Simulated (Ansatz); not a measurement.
## Debugging a many-body input for CdS (Greenockite)

What is wrong with this input for CdS (Greenockite)?

Method: G0W0 on PBE, plane waves, PAW, in Ansatz 0.2.0.

## 1. Starting point

The structure is hexagonal, space group P6_3mc (No. 186). Conventional cell: a = 4.137 Å, b = 4.137 Å, c = 6.714 Å, α = 90.00°, β = 90.00°, γ = 120.00°. Nearest to Cd lie 4 S at 2.52 to 2.53 Å. S has 4 Cd at 2.52 to 2.53 Å nearest. Farther neighbours and most contacts between anions are not listed.

The cell and positions come from the Crystallography Open Database and are kept as given unless a step says otherwise. The default PAW set here is soft_2. Its files were made with PBE.

## 2. First try

The input, input.yaml:

```yaml
crystal:
  lattice:
    - [4.137, 0.0, 0.0]
    - [-2.0685, 3.5827470955, 0.0]
    - [0.0, 0.0, 6.7144]
  atoms:
    - { symbol: Cd, position: [0.6666666667, 0.3333333333, 0.0] }
    - { symbol: Cd, position: [0.3333333333, 0.6666666667, 0.5] }
    - { symbol: S, position: [0.6666666667, 0.3333333333, 0.375] }
    - { symbol: S, position: [0.3333333333, 0.6666666667, 0.875] }
kpoints:
  mp_grid: { grid: [2, 2, 2] }
hamiltonian:
  xc: pbe
scf:
  occupations: { method: fixed }
gw:
  n_empty_bands: 161
  ecut_chi: 80
  qp_bands: [v2, c2]
  qp_kpoints: band_edges
  screening: { model: contour_deformation }
```

Command:

```console
> ansatz run input.yaml --threads 3 --pin off --max-ram 92160MiB --backend cuda --events-out ev --progress --plain --runs-dir out --devices 1 --max-vram 13GiB
```

Numbers of over 12 decimals in the logs are rounded to 6 here.

The program printed:

```text
GPUs: using 1 of 1 available (devices: 1).
Engine: ansatz 0.2.0, x86_64-unknown-linux-gnu
Pseudopotentials: kind: paw
Pseudopotential: Cd, paw, valence charge 20, recommended cutoff 420 eV (normal), Cd.paw.azcp
Pseudopotential: S, paw, valence charge 6, recommended cutoff 420 eV (normal), S.paw.azcp
Functional definition: PBE
  parameter kappa = 0.804
  parameter beta = 0.066725
  exchange = pbe_x(kappa = kappa, mu = beta*pi^2/3)
  correlation = pbe_c(beta = beta)
concurrent solve slots: 2 of 3 are kept, ahead of what memory takes: no pass of the eigensolver takes more rounds on 2
device memory: the entry about to start is reckoned to put 0.9 GiB on a device that reports 42.0 GiB free (of which the cap on the GPU budget leaves the run 13.0 GiB)
GPU FFT provider: cuFFT
GPU libraries: cuBLAS 13.8.2, cuFFT 12.4.0, cuSOLVER 12.3.4
Crystal: 4 atoms, lattice volume = 99.520 Å³
Basis set: ecut = 420 eV, 1943 PW (Γ)
Bands: 32, of which v1, the nominal top of the filled ones, is band 26 counted from 1 (25 counted from 0)
Symmetry: 12 space group operations
Space group: P63mc (ITA 186), of the structure as read, at distance tolerance 4.6e-5 Å
k-points: 4 of 8
Non-local potential: Cd, projectors of the file, l = 0: 3, l = 1: 2, l = 2: 2, l = 3: 1
Non-local potential: S, projectors of the file, l = 0: 2, l = 1: 2, l = 2: 2
PAW form: soft (Blöchl's): semilocal exchange-correlation on the pseudo side does not see the compensation charge
PAW one-centre angular grid: Cd, 590 points (default); XC on 64 Gauss nodes
PAW one-centre angular grid: S, 110 points (default); XC on 64 Gauss nodes
Initial density: superposition of atomic densities (neutral atoms: chi_scale 0, normalization atom), corrected by the library's trained network
Initial wavefunctions: pseudopotential atomic-orbital guess
GPU buffer pool allocated for 40500 grid points (all kernels)
GPU transforms: local potential and band sums: pruned to the plane-wave sphere, on 25×27×45
Functional: x = pbe(κ = 0.804, μ = 0.219515), c = pbe(β = 0.066725)
SCF iter   1: F=—  HF=-18314.726113 eV  |F-HF|=—  |Δ(HF+E_count)|=         —  Δρ=6.76e-3  dr2=6.73e-2  ethr=1.77e-3  ⟨swp⟩=4.8  Hψ=433  notcnv=0  defer=15
preconditioner: auto → Resta (q_TF=auto, 2.449 Å⁻¹)  ε∞=4.7  [insulator: Δε(μ)=1.213 eV  Ē_g=11.602 eV  n_scr=22 (ndim 8)  ℏωp=22.3 eV  f_vac=0.127  ε∞_Penn≈4.7]
SCF iter   2: F=—  HF=-18314.711444 eV  |F-HF|=—  |Δ(HF+E_count)|=   1.47e-2  Δρ=3.21e-3  dr2=1.34e-2  ethr=1.29e-4  ⟨swp⟩=2.0  Hψ=177  notcnv=0  defer=16
SCF iter   3: F=—  HF=-18314.710301 eV  |F-HF|=—  |Δ(HF+E_count)|=   1.14e-3  Δρ=8.40e-4  dr2=8.97e-4  ethr=2.57e-5  ⟨swp⟩=2.0  Hψ=189  notcnv=0  defer=16
SCF iter   4: F=—  HF=-18314.711036 eV  |F-HF|=—  |Δ(HF+E_count)|=   7.35e-4  Δρ=2.28e-4  dr2=7.92e-5  ethr=1.73e-6  ⟨swp⟩=2.0  Hψ=178  notcnv=0  defer=16
SCF iter   5: F=—  HF=-18314.711139 eV  |F-HF|=—  |Δ(HF+E_count)|=   1.03e-4  Δρ=1.24e-4  dr2=1.20e-5  ethr=1.52e-7  ⟨swp⟩=2.0  Hψ=198  notcnv=0  defer=8
SCF iter   6: F=—  HF=-18314.711152 eV  |F-HF|=—  |Δ(HF+E_count)|=   1.26e-5  Δρ=3.32e-5  dr2=1.30e-6  ethr=2.32e-8  ⟨swp⟩=2.0  Hψ=211  notcnv=0  defer=14
SCF iter   7: F=—  HF=-18314.711153 eV  |F-HF|=—  |Δ(HF+E_count)|=   1.45e-6  Δρ=8.65e-6  dr2=1.13e-7  ethr=2.50e-9  ⟨swp⟩=2.0  Hψ=190  notcnv=0  defer=14
SCF iter   8: F=-18314.711153 eV  HF=-18314.711153 eV  |F-HF|=9.71e-9  |Δ(HF+E_count)|=   2.53e-7  Δρ=1.80e-6  dr2=4.16e-9  ethr=1.92e-10  ⟨swp⟩=7.8  Hψ=473  notcnv=0
SCF 1 converged in 8 iterations: F = -18314.711153 eV  dr2 = 4.16e-9
[...]
concurrent solve slots: 2 of 3 are kept, ahead of what memory takes: no pass of the eigensolver takes more rounds on 2
device memory: the entry about to start is reckoned to put 1.2 GiB on a device that reports 39.0 GiB free (of which the cap on the GPU budget leaves the run 13.0 GiB)
NSCF: frozen V_eff on 4 k-points
[...]
concurrent solve slots: 2 of 3 are kept, ahead of what memory takes: no pass of the eigensolver takes more rounds on 2
device memory: the entry about to start is reckoned to put 2.6 GiB on a device that reports 39.0 GiB free (of which the cap on the GPU budget leaves the run 13.0 GiB)
NSCF: frozen V_eff on 4 k-points
G₀W₀ screening: q 1/4
[... further progress lines ...]
device memory: the entry about to start is reckoned to put 0.4 GiB on a device that reports 39.6 GiB free (of which the cap on the GPU budget leaves the run 13.0 GiB)
NSCF: frozen V_eff on 1 k-points
device memory: the entry about to start is reckoned to put 0.4 GiB on a device that reports 39.6 GiB free (of which the cap on the GPU budget leaves the run 13.0 GiB)
NSCF: frozen V_eff on 1 k-points
SCF converged after 8 iterations
Free energy (F): -18314.711153 eV
Harris-Foulkes:  -18314.711153 eV  (|F-HF|=9.71e-9)
Internal energy: -18314.711153 eV  (E = F + TS)
E sigma→0 (E₀):  -18314.711153 eV
Fermi energy:    7.030870 eV
--- Per-component energies (eV) ---
  E_band       = -1012.633263
  E_kinetic    = 1226.867298
  E_local      = -8045.792492  (includes V_loc(G=0)·N_el)
  E_nonlocal   = 124.249401
  E_hartree    = 3696.050819
  E_xc         = -548.488512
  E_vxc        = -619.125783  (∫ρ·V_xc dr)
  E_paw        = -9367.901914  (= ΣΔE_a)
  E_vpaw       = -1090.934231  (= ΣTr[D̂ρ^β])
  E_aug_tail   = 0.000032  (compensation charges beyond the density's cutoff)
  E_ewald      = -5399.695785
  E_smearing   = -0.000000  (= −TS)
  E_closure    = 0.000000  (closes the sum)
  Σ components = -18314.711153   (vs F -18314.711153, Δ=0.00e0)
--- Band table (eV) ---
  k-point 0: bands = [... 22 lower, 6.2498, 6.9599, 7.0309, 7.0309, 8.1657, 9.7173, 13.3722, 13.3722, ... 2 higher]
  k-point 1: bands = [... 22 lower, 6.6257, 6.6257, 6.6257, 6.6257, 9.8056, 9.8056, 13.1307, 13.1307, ... 2 higher]
  k-point 2: bands = [... 22 lower, 4.3197, 5.1267, 5.6812, 6.2801, 10.6812, 10.8135, 12.0432, 13.3930, ... 2 higher]
  k-point 3: bands = [... 22 lower, 5.6644, 5.6644, 5.6691, 5.6691, 10.4196, 10.4196, 12.3208, 12.3208, ... 2 higher]
--- G₀W₀: contour deformation, 7 samples at zero and on the imaginary axis and 1 off it, 8 q-points, 161 empty bands' worth ---
  eigenvalues of the whole cell's RPA ε∞ on this k-mesh (on a slab, of 1 + 4πα/V) = 21.8349, 26.7099, 26.7099; static W/v taken at q = 0 is 0.037582
  bands read: the sum over 187 bands ends inside a degenerate multiplet in 3 slots, whose members it reads at an even weight; the widest, k=1: bands 187 to 190 (counted from 1) at 1/4 each
  gw.qp_kpoints: band_edges: 4 of 4 stored k-points solved, in 1 pass; an edge of the gap read off the rows below is read off those points alone
    ik  band        ε_KS         Σx   Σc(E_QP)       V_xc       Z   E_QP_lin       E_QP  E_QP is
     0    25      7.0309   -21.4666     3.1004   -17.9938  0.7254     6.6529     6.6585  root
     0    26      7.0309   -21.4666     3.1004   -17.9938  0.7254     6.6529     6.6585  root
     0    27      8.1657    -8.1847    -4.1111   -12.4728  0.7606     8.3437     8.3427  root
     0    28      9.7173    -7.5581    -4.5307   -12.3991  0.7536    10.0314    10.0277  root
     1    25      6.6257   -20.8798     3.1893   -17.2760  0.7216     6.2038     6.2112  root
     1    26      6.6257   -20.8798     3.1893   -17.2760  0.7216     6.2038     6.2112  root
     1    27      9.8056    -8.0667    -4.4647   -12.8249  0.7465    10.1026    10.0991  root
     1    28      9.8056    -8.0667    -4.4647   -12.8249  0.7465    10.1026    10.0991  root
     2    25      5.6812   -18.8563     2.7985   -15.6405  0.7247     5.2563     5.2639  root
     2    26      6.2801   -20.1552     3.0971   -16.6225  0.7225     5.8362     5.8445  root
     2    27     10.6812    -8.3519    -4.3678   -13.0443  0.7494    11.0101    11.0058  root
     2    28     10.8135    -7.2885    -4.3785   -11.8985  0.7552    11.0471    11.0450  root
     3    25      5.6691   -19.3498     3.2381   -15.6209  0.7150     5.1667     5.1783  root
     3    26      5.6691   -19.3498     3.2381   -15.6209  0.7150     5.1667     5.1783  root
     3    27     10.4196    -7.4143    -4.1888   -11.7742  0.7599    10.5917    10.5906  root
     3    28     10.4196    -7.4143    -4.1888   -11.7742  0.7599    10.5917    10.5906  root
```

It took 9.4 s on 1 × NVIDIA H100 80GB HBM3 (shared by 6 runs) with 3 threads of AMD EPYC 7R13 (Zen 3), shared host; peak memory 1.1 GiB.

Q: What is the fault?

The run ended normally, though the input holds a fault or crude settings.

The fault: G0W0 on a mesh far too coarse. So few points can't sample the density or the screening, and the band edges may lie elsewhere in the zone.

It printed a gap of 1.68 eV, which is an artefact of the settings.

## 3. A better input

Now the one-shot GW correction: screening in the RPA, then the self-energy of the levels asked for.

Edit input.yaml of step 2 so:

```diff
@@ -11,3 +11,3 @@
 kpoints:
-  mp_grid: { grid: [2, 2, 2] }
+  mp_grid: { grid: [6, 6, 2] }
 hamiltonian:
@@ -17,4 +17,4 @@
 gw:
-  n_empty_bands: 161
-  ecut_chi: 80
+  n_empty_bands: 297
+  ecut_chi: 120
   qp_bands: [v2, c2]
```

The program printed:

```text
GPUs: using 1 of 1 available (devices: 1).
[...]
GPU FFT provider: cuFFT
GPU libraries: cuBLAS 13.8.2, cuFFT 12.4.0, cuSOLVER 12.3.4
Crystal: 4 atoms, lattice volume = 99.520 Å³
Basis set: ecut = 420 eV, 1943 PW (Γ)
Bands: 32, of which v1, the nominal top of the filled ones, is band 26 counted from 1 (25 counted from 0)
Symmetry: 12 space group operations
[...]
k-points: 14 of 72
[...]
GPU buffer pool allocated for 40500 grid points (all kernels)
[...]
SCF iter   1: F=—  HF=-18315.619712 eV  |F-HF|=—  |Δ(HF+E_count)|=         —  Δρ=6.08e-4  dr2=4.38e-4  ethr=1.77e-3  ⟨swp⟩=4.0  Hψ=1522  notcnv=0  defer=54
[...]
SCF iter   6: F=-18315.621335 eV  HF=-18315.621335 eV  |F-HF|=7.94e-9  |Δ(HF+E_count)|=   1.67e-7  Δρ=2.03e-6  dr2=5.39e-9  ethr=1.76e-10  ⟨swp⟩=7.3  Hψ=2045  notcnv=0
SCF 1 converged in 6 iterations: F = -18315.621335 eV  dr2 = 5.39e-9
[...]
0    25      6.8662   -20.8228     2.1516   -18.0644  0.7448     6.2450     6.2594  root
     0    26      6.8662   -20.8228     2.1516   -18.0644  0.7448     6.2450     6.2594  root
     0    27      8.0854    -8.7159    -3.5841   -12.4553  0.7856     8.2413     8.2407  root
     0    28      9.6690    -8.1983    -3.9449   -12.4422  0.7827     9.9707     9.9680  root
     1    25      6.4678   -20.2923     2.2861   -17.3517  0.7422     5.7954     5.8134  root
     1    26      6.4678   -20.2923     2.2861   -17.3517  0.7422     5.7954     5.8134  root
     1    27      9.7287    -8.7118    -3.8741   -12.8607  0.7767    10.0058    10.0036  root
     1    28      9.7287    -8.7118    -3.8741   -12.8607  0.7767    10.0058    10.0036  root
[...]
13    25      5.7464   -19.2572     2.5109   -16.0294  0.7343     5.0049     5.0296  root
    13    26      5.7464   -19.2572     2.5109   -16.0294  0.7343     5.0049     5.0296  root
    13    27     11.2761    -8.3301    -4.2943   -13.0227  0.7699    11.6803    11.6744  root
    13    28     11.2761    -8.3301    -4.2943   -13.0227  0.7699    11.6803    11.6744  root
[key lines of the parts left out:]
SCF converged after 6 iterations
Free energy (F): -18315.621335 eV
Fermi energy:    6.866229 eV
```

Run time: 23 s. Hardware: 1 × NVIDIA H100 80GB HBM3 (shared by 6 runs) with 3 threads; peak memory 1.4 GiB; 20 s of CPU time.

This step gave:

```yaml
bands_summed: 323
rpa_eps_infinity_on_this_mesh_eigenvalues: 6.981, 6.981, 7.139
plane_waves_in_the_screening_matrix: 311
q_points_in_the_mesh: 72
g0w0_gap_on_the_mesh: 1.981 eV
k_of_the_valence_top: 0, 0, 0
k_of_the_conduction_bottom: 0, 0, 0
starting_gap_on_the_mesh: 1.219 eV
z_at_the_valence_top: 0.7448
z_at_the_conduction_bottom: 0.7856
least_direct_g0w0_gap_on_the_computed_points: 1.981 eV
```

The gap on the mesh goes from 1.22 eV to 1.98 eV, a correction of +0.76 eV. Between the two edge states, bare exchange in place of the xc potential would open the gap by 6.50 eV, and correlation takes back 5.74 eV.

## 4. What came out

- first try: converged after 9.4 s
- better run: G0W0 gap on the mesh 1.98 eV (6×6×2 mesh, 297 empty bands, screening to 120 eV)

**Reading.** The second run differs in: mesh, empty bands and screening cutoff (eV). Bands and cutoff are finite, so the gap is not at the basis limit. The miss can reach some tenths of an eV and take either sign; the mesh is an error of its own. The 6×6×2 mesh is coarse for this cell (its supercell is 13 Å along the shortest edge). The RPA ε∞ on it, from the PBE start, is 6.98 and 7.14; such meshes misread the long-range screening, most where the gap is narrow. The many-body steps are scalar-relativistic: spin-orbit coupling is not in them.

[Paths, hosts, dates, memory and timing lines, banners, echoed tables and standing remarks are left out of the program output.]

[Logs are printed without paths, hosts, clocks, repeated set-up lines and the standing remarks that a program may print on its own settings, such as how far it seeks lower states.]

[Runs of the session that timed out or met a known fault of the program may be left out.]

[Cells called generated may have been cut or substituted from an entry of the Crystallography Open Database or the Materials Project.]

[Hosts, paths, dates, database ids (printed as entryN), source tags and the programs' standing remarks are cut or masked in the printed files.]
